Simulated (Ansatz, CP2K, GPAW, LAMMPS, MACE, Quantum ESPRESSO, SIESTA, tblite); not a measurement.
# From one method to another: forces in amorphous 29Ga2O3-71GeO2 (mol %) (86 atoms)

86 atoms (14 Fe, 17 Ge, 55 O) placed at random at 3.54 g/cm³, melted at 5000 K for 10 ps at fixed volume with the Morse and Coulomb pair potential with partial charges (Pedone, Malavasi, Menziani, Cormack and Segre, J. Phys. Chem. B 110, 11780 (2006)). Quenched from 5000 K to 300 K at 100 K/ps and fixed volume, held 5 ps, then minimised at fixed cell. Then Fe was replaced by Ga and the cell scaled by 1.006 (the potential has no terms for the new elements, so the cell is a start for a DFT relaxation).

Two calculations on one geometry. First: Kohn-Sham DFT, PBE, PAW, plane waves (Ansatz 0.2.0; cutoff 420 eV, Γ point, fermi-dirac smearing of 0.05 eV; PAW set soft_2). Second: GFN1-xTB tight binding, diagonalisation; levels smeared at 580 K; periodic xTB differs between programs (tblite 0.8.0; Γ point).

Cell vectors (Å):

```
11.142 0.000 0.000
0.000 11.142 0.000
0.000 0.000 11.142
```

Atom, position (Å) and force of the first calculation (eV/Å):

```
1 Ga 9.002 3.279 6.398 -0.684 -0.119 -0.195
2 Ga 8.914 10.572 9.692 -0.044 -0.830 -0.086
3 Ga 9.956 6.596 2.277 0.374 -0.146 -1.092
4 Ga 10.732 2.377 8.827 1.284 1.086 0.414
5 Ga 5.110 2.273 2.528 -0.136 -0.291 -0.148
6 Ga 0.761 10.753 9.601 1.387 -0.407 -1.010
7 Ga 10.235 1.299 0.956 0.741 0.142 1.913
8 Ga 10.487 10.251 3.635 -0.118 1.228 -0.139
9 Ga 5.336 0.852 8.841 -0.722 0.720 -1.427
10 Ga 9.968 7.043 5.569 -0.537 -0.054 0.648
11 Ga 10.715 9.822 6.616 -0.043 0.174 -0.175
12 Ga 2.737 10.875 6.965 -0.649 -0.412 -1.116
13 Ga 8.103 1.572 3.791 -0.201 0.618 0.559
14 Ga 8.194 5.017 4.542 -0.332 -0.945 0.726
15 Ge 3.805 9.317 9.695 -0.046 -0.393 -0.085
16 Ge 7.725 0.048 7.022 -0.686 -0.154 -0.534
17 Ge 0.662 5.080 10.702 -0.742 -0.245 -0.746
18 Ge 10.476 7.445 9.012 -0.918 -1.208 0.653
19 Ge 5.146 10.156 1.559 0.007 0.136 0.808
20 Ge 2.695 2.869 9.582 -0.242 0.128 -0.878
21 Ge 1.568 5.964 4.045 1.380 -0.718 0.243
22 Ge 8.138 4.866 9.362 0.525 1.185 -0.437
23 Ge 8.301 9.777 1.899 -0.703 -0.162 -0.651
24 Ge 5.792 2.674 5.750 0.305 0.637 0.864
25 Ge 3.633 8.746 4.220 1.170 0.369 0.861
26 Ge 0.654 1.736 5.579 1.079 -0.798 -0.699
27 Ge 8.005 3.902 1.551 -0.571 -0.793 -0.739
28 Ge 1.633 3.025 2.555 0.021 -0.642 0.603
29 Ge 5.411 6.606 8.242 0.305 0.045 -0.976
30 Ge 3.195 4.535 6.630 1.414 -0.273 0.583
31 Ge 6.758 8.195 5.603 -1.294 0.323 0.862
32 O 8.558 5.243 2.588 0.589 1.688 1.064
33 O 11.008 0.228 5.178 -1.201 -2.145 -0.389
34 O 5.738 1.489 7.027 -0.132 -1.412 1.540
35 O 2.172 1.344 6.257 1.927 -0.387 0.900
36 O 4.294 3.514 5.720 -1.252 0.167 -0.984
37 O 2.177 4.164 10.653 1.396 0.644 1.308
38 O 7.973 7.123 4.923 1.445 -0.797 -0.741
39 O 8.728 2.302 1.736 0.818 -1.524 0.071
40 O 1.516 1.570 9.392 -1.895 -0.992 -0.314
41 O 2.007 5.235 5.577 -0.735 -0.074 0.814
42 O 1.003 10.386 7.705 -0.065 -0.138 0.296
43 O 9.488 5.206 6.026 -0.429 0.460 -1.150
44 O 4.044 10.538 8.400 0.713 1.366 -1.240
45 O 6.430 3.612 2.178 -1.585 -0.080 0.318
46 O 8.533 10.588 0.406 0.444 1.307 -2.317
47 O 10.337 8.892 4.953 0.326 0.322 0.615
48 O 1.791 4.749 2.856 0.392 0.859 -1.109
49 O 8.576 10.893 3.260 0.077 0.941 1.475
50 O 8.574 3.499 8.329 0.706 -1.123 -0.624
51 O 2.176 9.621 10.084 -2.044 -0.037 0.798
52 O 4.735 9.889 11.035 0.661 0.168 -0.341
53 O 3.993 9.614 2.743 -1.172 -0.141 -0.236
54 O 10.250 0.859 10.019 0.190 -0.510 0.296
55 O 6.133 1.864 4.241 0.000 -1.095 -2.113
56 O 0.640 6.508 9.639 1.770 0.519 -0.332
57 O 2.990 9.711 5.497 -0.629 0.647 0.864
58 O 6.427 7.499 7.155 0.527 0.103 0.724
59 O 2.535 7.405 3.946 -0.034 0.225 -0.683
60 O 4.517 7.832 9.137 -0.344 -0.245 0.701
61 O 4.246 5.758 7.292 -0.256 0.604 -0.129
62 O 11.008 6.401 3.942 -1.618 0.721 -0.087
63 O 5.238 8.242 4.777 0.111 -0.594 -0.623
64 O 6.975 3.964 5.749 1.462 1.492 0.483
65 O 10.884 3.912 9.809 -1.550 -1.096 -0.818
66 O 4.221 2.075 9.691 1.854 -0.647 0.536
67 O 9.352 8.432 2.194 1.325 -1.853 0.540
68 O 8.189 1.377 6.048 0.539 1.369 -1.327
69 O 0.519 2.550 1.320 -0.616 -0.135 -1.000
70 O 7.267 9.823 6.059 -0.207 -0.236 -0.963
71 O 8.997 3.158 4.333 0.121 -0.399 0.549
72 O 6.643 9.338 1.915 -0.389 -1.621 0.324
73 O 10.932 5.742 0.901 -0.708 0.649 1.626
74 O 0.920 2.505 4.078 -0.663 0.427 0.389
75 O 10.520 7.829 7.309 0.168 0.518 -2.398
76 O 5.556 0.657 1.721 0.180 1.903 0.067
77 O 6.516 5.488 8.994 -0.438 -0.582 0.733
78 O 10.915 10.986 1.980 0.087 -0.131 0.051
79 O 7.147 0.039 8.729 -0.750 0.251 1.620
80 O 9.125 6.334 9.220 -0.754 0.173 0.156
81 O 10.261 9.069 9.666 0.004 1.797 0.857
82 O 10.802 2.404 6.876 -1.646 1.267 1.427
83 O 3.249 2.442 2.432 1.835 -0.465 -0.235
84 O 2.646 3.703 8.039 -0.908 0.126 -0.473
85 O 9.312 10.668 7.627 1.047 -0.557 1.248
86 O 8.091 4.350 11.033 -0.018 0.107 -0.368
```

**Question.** What forces does the second calculation give?

Atom and force (eV/Å):

```
1 -0.099 -0.025 -0.075
2 0.599 -0.100 0.024
3 0.187 -0.300 -0.226
4 0.832 0.471 0.646
5 0.450 -0.413 -0.075
6 0.672 -0.019 -1.168
7 0.756 -0.112 1.082
8 -0.382 0.981 -0.099
9 -0.416 0.164 -1.641
10 -0.369 -0.211 0.121
11 -0.204 0.429 0.080
12 -0.782 -0.464 -0.573
13 0.174 0.524 0.595
14 0.451 -0.862 0.694
15 -0.153 0.640 -0.267
16 1.116 -0.278 -0.164
17 -1.043 -0.387 -0.893
18 -0.721 -0.069 -0.028
19 0.406 0.525 0.373
20 -0.307 -0.614 -0.868
21 0.058 -0.373 0.262
22 0.246 0.303 -0.570
23 -0.348 -0.032 -0.332
24 0.247 0.354 0.465
25 0.540 0.494 0.859
26 0.365 -1.095 -0.066
27 -0.623 -0.747 0.056
28 -0.257 -0.458 0.405
29 0.335 0.129 -0.992
30 0.992 -0.292 0.391
31 -0.266 -0.084 0.600
32 0.349 1.031 0.279
33 -0.429 -0.629 -0.396
34 -0.975 0.146 0.700
35 1.182 -0.453 0.404
36 -1.078 0.301 -0.596
37 1.087 0.530 0.751
38 0.030 0.244 -0.236
39 0.667 -0.603 -0.414
40 -0.488 0.097 -0.092
41 -0.136 -0.155 0.729
42 0.108 -0.251 0.126
43 -0.158 0.477 -0.694
44 0.599 0.811 -0.732
45 -1.167 -0.002 -0.435
46 -0.009 0.234 -1.185
47 0.240 0.267 0.194
48 0.378 0.602 -0.578
49 -0.224 0.571 0.903
50 0.114 0.072 -0.031
51 -1.015 -0.209 0.700
52 0.311 -0.155 0.107
53 -0.715 -0.227 -0.143
54 -0.092 -0.187 0.257
55 -0.365 -0.570 -1.173
56 1.185 0.440 -0.305
57 -0.111 0.264 0.200
58 0.023 -0.101 0.582
59 0.238 0.173 -0.520
60 -0.214 -0.333 0.516
61 -0.087 0.534 0.074
62 -0.261 0.284 -0.294
63 0.130 -0.442 -0.394
64 0.137 0.913 0.427
65 -0.661 -0.531 -0.400
66 1.060 -0.138 0.386
67 0.447 -1.427 -0.022
68 0.433 -0.036 -0.218
69 0.040 -0.152 0.026
70 -0.445 -0.292 -0.731
71 -0.025 -0.746 0.316
72 -0.413 -1.044 0.159
73 -0.125 0.303 0.822
74 -0.291 0.300 0.242
75 0.177 -0.246 -0.830
76 -0.465 0.962 0.095
77 -0.509 -0.142 0.463
78 0.436 0.244 0.238
79 -0.980 0.293 1.207
80 -0.707 0.019 0.163
81 -0.074 0.237 0.750
82 -0.723 0.894 0.832
83 1.068 -0.114 -0.097
84 -0.471 0.351 -0.615
85 0.693 -0.695 0.268
86 -0.178 0.211 -0.408
```

The two sets differ by 544 meV/Å r.m.s., 62 % of the r.m.s. force of the Ansatz run. Periodic xTB results under one method name differ between programs and library versions. The network of bonds at the start is that of the classical potential that made the cell, and needn't be the one that DFT or experiment would give. The electronic-structure runs sample only Γ, in a cell whose shortest periodic width is 11 Å.

[Logs are printed without paths, hosts, clocks, repeated set-up lines and the standing remarks that a program may print on its own settings, such as how far it seeks lower states.]

[Hosts, paths, dates, database ids (printed as entryN), source tags and the programs' standing remarks are cut or masked in the printed files.]
